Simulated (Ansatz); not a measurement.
# SiC (P6_3mc): converging the G0W0 gap

How do accuracy and time trade against each other in G0W0 on SiC (P6_3mc)?

Calculated with Ansatz 0.2.0; G0W0 on PBE, plane waves, PAW.

## 1. The structure

The structure is hexagonal, space group P6_3mc (No. 186). Conventional cell: a = 3.076 Å, b = 3.076 Å, c = 10.071 Å, α = 90.00°, β = 90.00°, γ = 120.00°. Nearest to Si lie 4 C at 1.88 to 1.89 Å. C has 4 Si at 1.88 to 1.89 Å nearest. C has 4 Si at 1.88 to 1.89 Å nearest. Farther neighbours are not listed.

The cell and positions are those that the Materials Project relaxed with its own functionals (PBE, PBE+U or r2SCAN), kept fixed.

## 2. 216 empty bands, screening to 110 eV

G0W0 replaces the xc potential by the self-energy, built once from these orbitals. Only a window of levels is corrected, while the sums run over the empty bands that the input names. This step takes hard PAW files.

input.yaml

```yaml
crystal:
  lattice:
    - [3.0756941497, 0.0, 0.0]
    - [-1.5378470748, 2.6636292679, 0.0]
    - [0.0, 0.0, 10.07064648]
  atoms:
    - { symbol: Si, position: [0.66666667, 0.33333333, 0.93784198] }
    - { symbol: Si, position: [0.33333333, 0.66666667, 0.43784198] }
    - { symbol: Si, position: [0.0, 0.0, 0.68789438] }
    - { symbol: Si, position: [0.0, 0.0, 0.18789438] }
    - { symbol: C, position: [0.66666667, 0.33333333, 0.74980259] }
    - { symbol: C, position: [0.33333333, 0.66666667, 0.24980259] }
    - { symbol: C, position: [0.0, 0.0, 0.50046005] }
    - { symbol: C, position: [0.0, 0.0, 0.00046005] }
kpoints:
  mp_grid: { grid: [9, 9, 2] }
hamiltonian:
  xc: pbe
  pseudopotentials: { kind: paw, source: ansatz }
scf:
  occupations: { method: fixed }
gw:
  n_empty_bands: 216
  ecut_chi: 110.0
  qp_bands: [v2, c2]
  qp_kpoints: band_edges
  screening: { model: contour_deformation }
```

On the command line:

```console
$ ansatz run input.yaml --threads 3 --pin off --max-ram 92160MiB --backend cuda --events-out ev --progress --plain --runs-dir out --devices 1 --max-vram 13GiB  # rebuilt from the run's record
```

Numbers of over 12 decimals in the logs are rounded to 6 here.

The program printed:

```text
GPUs: using 1 of 1 available (devices: 1).
Engine: ansatz 0.2.0, x86_64-unknown-linux-gnu
Pseudopotentials: kind: paw
Pseudopotential: Si, paw, valence charge 4, recommended cutoff 460 eV (normal), Si.paw.azcp
Pseudopotential: C, paw, valence charge 4, recommended cutoff 820 eV (normal), C.paw.azcp
Functional definition: PBE
  parameter kappa = 0.804
  parameter beta = 0.066725
  exchange = pbe_x(kappa = kappa, mu = beta*pi^2/3)
  correlation = pbe_c(beta = beta)
device memory: the entry about to start is reckoned to put 1.6 GiB on a device that reports 28.2 GiB free (of which the cap on the GPU budget leaves the run 13.0 GiB)
GPU FFT provider: cuFFT
GPU libraries: cuBLAS 13.8.2, cuFFT 12.4.0, cuSOLVER 12.3.4
Crystal: 8 atoms, lattice volume = 82.504 Å³
Basis set: ecut = 820 eV, 4373 PW (Γ)
Bands: 24, of which v1, the nominal top of the filled ones, is band 16 counted from 1 (15 counted from 0)
Symmetry: 12 space group operations
Space group: P63mc (ITA 186), of the structure as read, at distance tolerance 4.4e-5 Å
k-points: 24 of 162
Non-local potential: Si, projectors of the file, l = 0: 2, l = 1: 3, l = 2: 1
Non-local potential: C, projectors of the file, l = 0: 2, l = 1: 2
PAW form: soft (Blöchl's): semilocal exchange-correlation on the pseudo side does not see the compensation charge
PAW one-centre angular grid: Si, 110 points (default); XC on 64 Gauss nodes
PAW one-centre angular grid: C, 110 points (default); XC on 64 Gauss nodes
Initial density: superposition of atomic densities (chi_scale 0.1, normalization cell, long waves kept (reshape's long-wave potential 0.00 eV rms))
Initial wavefunctions: pseudopotential atomic-orbital guess
GPU buffer pool allocated for 86400 grid points (all kernels)
GPU transforms: local potential and band sums: pruned to the plane-wave sphere, on 30×30×96
Functional: x = pbe(κ = 0.804, μ = 0.219515), c = pbe(β = 0.066725)
SCF iter   1: F=—  HF=-3554.425898 eV  |F-HF|=—  |Δ(HF+E_count)|=         —  Δρ=1.41e-1  dr2=1.97e1  ethr=3.10e-3  ⟨swp⟩=5.4  Hψ=2861  notcnv=0  defer=128
preconditioner: auto → none  [insulator: Δε(μ)=4.128 eV  Ē_g=12.842 eV  n_scr=6 (ndim 8)  ℏωp=23.1 eV  f_vac=0.000  ε∞_Penn≈4.2]
SCF iter   2: F=—  HF=-3548.599779 eV  |F-HF|=—  |Δ(HF+E_count)|=    5.83e0  Δρ=4.92e-2  dr2=1.25e0  ethr=3.10e-3  ⟨swp⟩=5.1  Hψ=1690  notcnv=0  defer=140
SCF iter   3: F=—  HF=-3548.291105 eV  |F-HF|=—  |Δ(HF+E_count)|=   3.09e-1  Δρ=1.97e-2  dr2=1.63e-1  ethr=3.10e-3  ⟨swp⟩=2.7  Hψ=1111  notcnv=0  defer=141
SCF iter   4: F=—  HF=-3548.284032 eV  |F-HF|=—  |Δ(HF+E_count)|=   7.07e-3  Δρ=1.43e-3  dr2=1.45e-3  ethr=5.10e-4  ⟨swp⟩=2.0  Hψ=529  notcnv=0  defer=143
SCF iter   5: F=—  HF=-3548.284278 eV  |F-HF|=—  |Δ(HF+E_count)|=   2.46e-4  Δρ=3.38e-4  dr2=1.29e-4  ethr=4.53e-6  ⟨swp⟩=2.0  Hψ=865  notcnv=0  defer=144
SCF iter   6: F=—  HF=-3548.284256 eV  |F-HF|=—  |Δ(HF+E_count)|=   2.22e-5  Δρ=1.78e-4  dr2=1.20e-5  ethr=4.04e-7  ⟨swp⟩=2.0  Hψ=757  notcnv=0  defer=140
SCF iter   7: F=—  HF=-3548.284260 eV  |F-HF|=—  |Δ(HF+E_count)|=   4.78e-6  Δρ=3.57e-5  dr2=8.44e-7  ethr=3.74e-8  ⟨swp⟩=2.1  Hψ=917  notcnv=0  defer=130
SCF iter   8: F=—  HF=-3548.284261 eV  |F-HF|=—  |Δ(HF+E_count)|=   8.53e-8  Δρ=1.39e-5  dr2=1.81e-7  ethr=3.13e-10  ⟨swp⟩=13.4  Hψ=3548  notcnv=0
SCF iter   9: F=-3548.284260 eV  HF=-3548.284260 eV  |F-HF|=4.18e-10  |Δ(HF+E_count)|=   4.02e-8  Δρ=3.98e-6  dr2=6.91e-9  ethr=3.13e-10  ⟨swp⟩=3.0  Hψ=1219  notcnv=0
SCF 1 converged in 9 iterations: F = -3548.284260 eV  dr2 = 6.91e-9
  greatest PAW one-centre occupation: 0.487 electrons in one spin orbital (limit 2), on the Si atom at site 3 (counted from 0), in its partial waves of l = 0
device memory: the entry about to start is reckoned to put 1.6 GiB (of the 1.8 GiB reckoned in all, the device holds 0.2 GiB already) on a device that reports 27.2 GiB free (of which the cap on the GPU budget leaves the run 12.8 GiB)
NSCF: frozen V_eff on 24 k-points, pencils in batches of 32, up to order 96
the band table was solved once the SCF had ended and its energy, with any forces and stress, was formed, with the checks that follow a solve (3060 applications of the Hamiltonian). They found nothing against the state; the energy, forces and stress were not computed again (output.eigenvalues in the input reference)
device memory: the entry about to start is reckoned to put 5.1 GiB on a device that reports 27.9 GiB free (of which the cap on the GPU budget leaves the run 13.0 GiB)
NSCF: frozen V_eff on 24 k-points
G₀W₀ screening: q 1/24
[... further progress lines ...]
device memory: the entry about to start is reckoned to put 0.6 GiB on a device that reports 27.2 GiB free (of which the cap on the GPU budget leaves the run 13.0 GiB)
NSCF: frozen V_eff on 1 k-points
device memory: the entry about to start is reckoned to put 0.6 GiB on a device that reports 27.2 GiB free (of which the cap on the GPU budget leaves the run 13.0 GiB)
NSCF: frozen V_eff on 1 k-points
SCF converged after 9 iterations
Free energy (F): -3548.284260 eV
Harris-Foulkes:  -3548.284260 eV  (|F-HF|=4.18e-10)
Internal energy: -3548.284260 eV  (E = F + TS)
E sigma→0 (E₀):  -3548.284260 eV
Fermi energy:    9.614807 eV
--- Per-component energies (eV) ---
  E_band       = 116.511705
  E_kinetic    = 600.069509
  E_local      = -442.958128  (includes V_loc(G=0)·N_el)
  E_nonlocal   = 174.528646
  E_hartree    = 127.639285
  E_xc         = -452.475230
  E_vxc        = -439.448505  (∫ρ·V_xc dr)
  E_paw        = -2415.567012  (= ΣΔE_a)
  E_vpaw       = -30.958989  (= ΣTr[D̂ρ^β])
  E_aug_tail   = -0.000021  (compensation charges beyond the density's cutoff)
  E_ewald      = -1139.521310
  E_smearing   = -0.000000  (= −TS)
  E_closure    = 0.000000  (closes the sum)
  Σ components = -3548.284260   (vs F -3548.284260, Δ=0.00e0)
--- Band table (eV; the first three rows and the last of 24) ---
  k-point 0: bands = [... 12 lower, 9.0295, 9.5618, 9.6148, 9.6148, 14.7223, 15.2996, 15.9166, 15.9450, ... 4 higher]
  k-point 1: bands = [... 12 lower, 9.4078, 9.4078, 9.4078, 9.4078, 14.9302, 14.9302, 16.3883, 16.3883, ... 4 higher]
  k-point 2: bands = [... 12 lower, 8.7365, 8.8460, 9.4170, 9.5154, 14.9965, 15.6326, 15.6784, 16.2607, ... 4 higher]
  k-point 23: bands = [... 12 lower, 6.8564, 6.8564, 7.1584, 7.1584, 12.8569, 12.8569, 16.3039, 16.3039, ... 4 higher]
--- G₀W₀: contour deformation, 6 samples at zero and on the imaginary axis and 1 off it, 162 q-points, 216 empty bands' worth ---
  eigenvalues of the whole cell's RPA ε∞ on this k-mesh (on a slab, of 1 + 4πα/V) = 6.6517, 6.6517, 6.9340; static W/v taken at q = 0 is 0.147732
  bands read: the sum over 232 bands ends inside a degenerate multiplet in 2 slots, whose members it reads at an even weight; the widest, k=1: bands 231 to 234 (counted from 1) at 2/4 each
  gw.qp_kpoints: band_edges: 14 of 24 stored k-points solved, in 1 pass; an edge of the gap read off the rows below is read off those points alone
    valence top: of the k-points left out ik 11 came nearest to being solved in a further pass, in band 15 (counted from 1, as in the quasiparticle table): it holds the edge there only if its correction is more favourable than any solved in that band by at least 0.784 eV; those differ by 0.278 eV
    conduction bottom: of the k-points left out ik 14 came nearest to being solved in a further pass, in band 17 (counted from 1, as in the quasiparticle table): it holds the edge there only if its correction is more favourable than any solved in that band by at least 0.817 eV; those differ by 0.252 eV
    ik  band        ε_KS         Σx   Σc(E_QP)       V_xc       Z   E_QP_lin       E_QP  E_QP is
     0    15      9.6148   -18.2465     2.1229   -15.7459  0.7910     9.2361     9.2371  root
     0    16      9.6148   -18.2465     2.1229   -15.7459  0.7910     9.2361     9.2371  root
     0    17     14.7223    -9.1169    -4.6924   -14.4536  0.8037    15.3699    15.3666  root
     0    18     15.2996    -8.9527    -4.8261   -14.4260  0.8008    15.9504    15.9467  root
     1    15      9.4078   -18.2939     2.1791   -15.7106  0.7902     9.0025     9.0036  root
     1    16      9.4078   -18.2939     2.1791   -15.7106  0.7902     9.0025     9.0036  root
     1    17     14.9302    -9.0633    -4.7365   -14.4467  0.8028    15.5804    15.5771  root
     1    18     14.9302    -9.0633    -4.7365   -14.4467  0.8028    15.5804    15.5771  root
     2    15      9.4170   -18.2372     2.1417   -15.6962  0.7902     9.0167     9.0178  root
     2    16      9.5154   -18.3503     2.1585   -15.8002  0.7905     9.1228     9.1239  root
     2    17     14.9965    -8.0791    -4.7486   -13.4339  0.8039    15.6057    15.6027  root
     2    18     15.6326    -8.3463    -4.8714   -13.8591  0.8010    16.2779    16.2741  root
     3    15      9.2503   -18.3484     2.2230   -15.7009  0.7896     8.8245     8.8258  root
     3    16      9.2503   -18.3484     2.2230   -15.7009  0.7896     8.8245     8.8258  root
     3    17     15.1577    -8.0701    -4.7878   -13.4680  0.8030    15.7709    15.7677  root
     3    18     15.1577    -8.0701    -4.7878   -13.4680  0.8030    15.7709    15.7677  root
     4    15      8.9492   -18.2097     2.2254   -15.5329  0.7887     8.4964     8.4979  root
     4    16      9.1709   -18.4537     2.2570   -15.7618  0.7891     8.7346     8.7359  root
     4    17     13.7192    -7.3834    -4.4630   -12.3362  0.8119    14.2108    14.2090  root
     4    18     14.3088    -7.1727    -4.6214   -12.3154  0.8071    14.8324    14.8301  root
     5    15      8.8183   -18.3940     2.3368   -15.5819  0.7878     8.3413     8.3430  root
     5    16      8.8183   -18.3940     2.3368   -15.5819  0.7878     8.3413     8.3430  root
     5    17     13.8805    -7.3595    -4.5131   -12.3647  0.8109    14.3744    14.3726  root
     5    18     13.8805    -7.3595    -4.5131   -12.3647  0.8109    14.3744    14.3726  root
[...]
22    15      6.7391   -17.8790     2.7572   -14.4656  0.7763     6.0781     6.0828  root
    22    16      7.9394   -18.6760     2.5939   -15.5205  0.7828     7.3750     7.3778  root
    22    17     13.5909    -6.9907    -4.3325   -11.8057  0.8101    14.0752    14.0735  root
    22    18     13.5909    -6.9907    -4.3325   -11.8057  0.8101    14.0752    14.0735  root
    23    15      7.1584   -18.3152     2.7628   -14.9189  0.7780     6.5208     6.5249  root
    23    16      7.1584   -18.3152     2.7628   -14.9189  0.7780     6.5208     6.5249  root
    23    17     12.8569    -6.7543    -4.2462   -11.4219  0.8163    13.2794    13.2782  root
    23    18     12.8569    -6.7543    -4.2462   -11.4219  0.8163    13.2794    13.2782  root
```

Elapsed: 33 s, on 1 × NVIDIA H100 80GB HBM3 (shared by 6 runs) with 3 threads of AMD EPYC 7R13 (Zen 3), shared host; peak memory 1.7 GiB.

This step gave:

```yaml
bands_summed: 232
rpa_eps_infinity_on_this_mesh_eigenvalues: 6.652, 6.652, 6.934
plane_waves_in_the_screening_matrix: 227
q_points_in_the_mesh: 162
g0w0_gap_on_the_mesh: 3.112 eV
k_of_the_valence_top: 0, 0, 0
k_of_the_conduction_bottom: 0, 0.4444, 0
starting_gap_on_the_mesh: 2.340 eV
z_at_the_valence_top: 0.7910
z_at_the_conduction_bottom: 0.8155
least_direct_g0w0_gap_on_the_computed_points: 4.335 eV
```

The gap on the mesh goes from 2.34 eV to 3.11 eV, a correction of +0.77 eV. Between the two edge states, bare exchange in place of the xc potential would open the gap by 6.92 eV, and correlation takes back 6.15 eV.

## 3. 490 empty bands, screening to 190 eV

Bands and screening cutoff are moved together, since each hides the error of the other.

input.yaml, as its differences from that of step 2:

```diff
@@ -22,4 +22,4 @@
 gw:
-  n_empty_bands: 216
-  ecut_chi: 110.0
+  n_empty_bands: 490
+  ecut_chi: 190.0
   qp_bands: [v2, c2]
```

The program printed:

```text
GPUs: using 1 of 1 available (devices: 1).
[...]
GPU FFT provider: cuFFT
GPU libraries: cuBLAS 13.8.2, cuFFT 12.4.0, cuSOLVER 12.3.4
Crystal: 8 atoms, lattice volume = 82.504 Å³
Basis set: ecut = 820 eV, 4373 PW (Γ)
Bands: 24, of which v1, the nominal top of the filled ones, is band 16 counted from 1 (15 counted from 0)
Symmetry: 12 space group operations
[...]
k-points: 24 of 162
[...]
GPU buffer pool allocated for 86400 grid points (all kernels)
[...]
SCF iter   1: F=—  HF=-3554.425898 eV  |F-HF|=—  |Δ(HF+E_count)|=         —  Δρ=1.41e-1  dr2=1.97e1  ethr=3.10e-3  ⟨swp⟩=5.4  Hψ=2861  notcnv=0  defer=128
[...]
SCF iter   9: F=-3548.284260 eV  HF=-3548.284260 eV  |F-HF|=4.18e-10  |Δ(HF+E_count)|=   4.02e-8  Δρ=3.98e-6  dr2=6.91e-9  ethr=3.13e-10  ⟨swp⟩=3.0  Hψ=1219  notcnv=0
SCF 1 converged in 9 iterations: F = -3548.284260 eV  dr2 = 6.91e-9
[...]
NSCF: frozen V_eff on 24 k-points, pencils in batches of 32, up to order 96
[...]
NSCF: frozen V_eff on 24 k-points
G₀W₀ screening: q 1/24
[... further progress lines ...]
[...]
SCF converged after 9 iterations
Free energy (F): -3548.284260 eV
[...]
Internal energy: -3548.284260 eV  (E = F + TS)
E sigma→0 (E₀):  -3548.284260 eV
Fermi energy:    9.614807 eV
[...]
--- Band table (eV; the first three rows and the last of 24) ---
  k-point 0: bands = [... 12 lower, 9.0295, 9.5618, 9.6148, 9.6148, 14.7223, 15.2996, 15.9166, 15.9450, ... 4 higher]
  k-point 1: bands = [... 12 lower, 9.4078, 9.4078, 9.4078, 9.4078, 14.9302, 14.9302, 16.3883, 16.3883, ... 4 higher]
  k-point 2: bands = [... 12 lower, 8.7365, 8.8460, 9.4170, 9.5154, 14.9965, 15.6326, 15.6784, 16.2607, ... 4 higher]
  k-point 23: bands = [... 12 lower, 6.8564, 6.8564, 7.1584, 7.1584, 12.8569, 12.8569, 16.3039, 16.3039, ... 4 higher]
[...]
0    15      9.6148   -18.2465     1.8281   -15.7459  0.7887     8.9392     8.9423  root
     0    16      9.6148   -18.2465     1.8281   -15.7459  0.7887     8.9392     8.9423  root
     0    17     14.7223    -9.1169    -4.8905   -14.4536  0.8024    15.1700    15.1684  root
     0    18     15.2996    -8.9527    -5.0206   -14.4260  0.7995    15.7540    15.7523  root
     1    15      9.4078   -18.2939     1.8898   -15.7106  0.7880     8.7108     8.7143  root
     1    16      9.4078   -18.2939     1.8898   -15.7106  0.7880     8.7108     8.7143  root
     1    17     14.9302    -9.0633    -4.9335   -14.4467  0.8015    15.3817    15.3801  root
     1    18     14.9302    -9.0633    -4.9335   -14.4467  0.8015    15.3817    15.3801  root
[...]
23    15      7.1584   -18.3152     2.5313   -14.9189  0.7763     6.2853     6.2934  root
    23    16      7.1584   -18.3152     2.5313   -14.9189  0.7763     6.2853     6.2934  root
    23    17     12.8569    -6.7543    -4.3790   -11.4219  0.8157    13.1460    13.1455  root
    23    18     12.8569    -6.7543    -4.3790   -11.4219  0.8157    13.1460    13.1455  root
```

Run time: 64 s. Hardware: 1 × NVIDIA H100 80GB HBM3 (shared by 6 runs) with 3 threads; peak memory 2.9 GiB; 1.8 min of CPU time.

This step gave:

| Item | Value |
| --- | --- |
| bands summed | 506 |
| RPA ε∞ on this mesh (eigenvalues) | 6.645, 6.645, 6.926 |
| plane waves in the screening matrix | 497 |
| q-points in the mesh | 162 |
| G0W0 gap on the mesh | 3.260 eV |
| k of the valence top | 0, 0, 0 |
| k of the conduction bottom | 0, 0.4444, 0 |
| starting gap on the mesh | 2.340 eV |
| Z at the valence top | 0.7887 |
| Z at the conduction bottom | 0.8148 |
| least direct G0W0 gap on the computed points | 4.459 eV |

Against the run with 9×9×2 mesh, 216 empty bands, screening to 110 eV, hard PAW files, the gap moves by +0.15 eV.

(Continued in part 2 of 2.)

[Paths, hosts, dates, memory and timing lines, banners, echoed tables and standing remarks are left out of the program output.]

[Logs are printed without paths, hosts, clocks, repeated set-up lines and the standing remarks that a program may print on its own settings, such as how far it seeks lower states.]

[Runs of the session that timed out or met a known fault of the program may be left out.]

[Cells called generated may have been cut or substituted from an entry of the Crystallography Open Database or the Materials Project.]

[Hosts, paths, dates, database ids (printed as entryN), source tags and the programs' standing remarks are cut or masked in the printed files.]
